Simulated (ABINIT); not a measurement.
Computed results, one entry a study.

Quasiparticle gap of BAs (F-43m) in ABINIT. Symmetry: F-43m, No. 216, cubic system. The conventional cell has a = 4.777 Å, b = 4.777 Å, c = 4.777 Å, α = 90.00°, β = 90.00°, γ = 90.00°. Nearest to B lie 4 As at 2.07 Å. Nearest to As lie 4 B at 2.07 Å. Farther neighbours, and contacts between anions beyond the nearest, are not listed. The calculation used RPA screening on PBE with spin-orbit coupling, plane waves, norm-conserving pseudopotentials (and 2 further levels or steps) in ABINIT 10.8.3, with cutoff 44 Ha, PseudoDojo fully relativistic 0.4 stringent, norm-conserving, potential set dojo-fr-pbe-0.4-stringent, ngkpt (4, 4, 4), nband 146, ecuteps 6.7 Ha, shiftk (0, 0, 0), symchi 1, awtr 1, frequency ppm, 4×4×4 k-mesh. The PBE gap is 1.14 eV, indirect and the G0W0 gap on the mesh is 1.81 eV. The G0W0 gap over the zone (rigid shift) is 1.57 eV and the GW settings are 4×4×4 mesh, 146 bands, screening to 182.3 eV, Godby-Needs plasmon pole. The known limits are short of the basis limit; screening head approximate; coarse k mesh. It took 5 runs, 8.4 min in all on 4 MPI ranks of Arm Neoverse V1, shared host. G0W0 moves the gap on the mesh from 1.39 eV to 1.81 eV (+0.43 eV), with Z of 0.81 and 0.82 at the edges. The mesh misses the band edges by 0.24 eV in all; a rigid shift gives 1.57 eV for the zone. The program's warnings: Neglecting <n,k|[Vnl,iqr]|m,k>. The cell and positions come from the Crystallography Open Database and are kept as given unless a step says otherwise. Limits: screening head approximate. Local fields lower the RPA ε∞ on this mesh from 18.76 to 17.15; a Γ-centred mesh this coarse tends to raise both, most where the direct gap is narrow, while a short band sum lowers them. The 4×4×4 mesh is coarse for this cell, which bears on the long-range parts of exchange and screening.

[Paths, hosts, dates, memory and timing lines, banners, echoed tables and standing remarks are left out of the program output; an Ansatz launch command may be rebuilt from the run's recorded settings. Measured values are a selection of at most five: reports struck by readers or far from the other reports are left out. None is set beside runs whose start may be inverted or whose files or cutoffs have a known fault.]

[Runs of the session that timed out or met a known fault of the program may be left out.]

[Hosts, paths, dates, database ids (printed as entryN), source tags and the programs' standing remarks are cut or masked in the printed files.]

[G0W0 gaps are taken among the corrected bands and points alone; a level outside them can change the order at an edge.]

[Where Ansatz stands beside ABINIT at settings called matched, ABINIT's density can come from a denser mesh and the files from another edition; pairs whose starting gaps differed by over 0.03 eV were left out, so agreement reads better than it is.]
